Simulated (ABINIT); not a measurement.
# Calculated records

```xyz
4
Lattice="3.074 0.000 0.000 -1.537 2.662 0.000 0.000 0.000 5.045" Properties=species:S:1:pos:R:3 pbc="T T T" subject="SiC (P6_3mc): G0W0 with ABINIT, start to end" method="RPA screening on PBE, plane waves, norm-conserving pseudopotentials (and 2 further levels or steps)" program="ABINIT 10.8.3" settings="cutoff 37 Ha, PseudoDojo scalar-relativistic 0.4.1 standard, norm-conserving, ngkpt (3, 3, 4), nband 75, ecuteps 5 Ha, inclvkb 2, shiftk (0, 0, 0), symchi 1, awtr 1, frequency ppm, 3×3×4 k-mesh" cost="5 runs, 94 s in all on 4 MPI ranks of Arm Neoverse V1, shared host" notes="The program’s warnings: nkpt*nsppol () is not a multiple of nproc spkpt (). The cell and positions are those that the Materials Project relaxed with its own functionals (PBE, PBE+U or r2SCAN), kept fixed. The 3×3×4 mesh is coarse for this cell, which bears on the long-range parts of exchange and screening." pbe_gap="2.28 eV, indirect" g0w0_gap_on_the_mesh="2.79 eV" gw_settings="3×3×4 mesh, 75 bands, screening to 136.1 eV, Godby-Needs plasmon pole" known_limits="short of the basis limit; coarse k mesh"
Si    0.000    1.774    2.521
Si    1.537    0.887    5.043
C     0.000    1.774    4.417
C     1.537    0.887    1.894
```

[Long decimals in the printed logs are rounded to 6 places.]

[Logs are printed without paths, hosts, clocks, repeated set-up lines and the standing remarks that a program may print on its own settings, such as how far it seeks lower states.]

[Paths, hosts, dates, memory and timing lines, banners, echoed tables and standing remarks are left out of the program output; an Ansatz launch command may be rebuilt from the run's recorded settings. Measured values are a selection of at most five: reports struck by readers or far from the other reports are left out. None is set beside runs whose start may be inverted or whose files or cutoffs have a known fault.]

[Runs of the session that timed out or met a known fault of the program may be left out.]

[Hosts, paths, dates, database ids (printed as entryN), source tags and the programs' standing remarks are cut or masked in the printed files.]

[G0W0 gaps are taken among the corrected bands and points alone; a level outside them can change the order at an edge.]

[Where Ansatz stands beside ABINIT at settings called matched, ABINIT's density can come from a denser mesh and the files from another edition; pairs whose starting gaps differed by over 0.03 eV were left out, so agreement reads better than it is.]
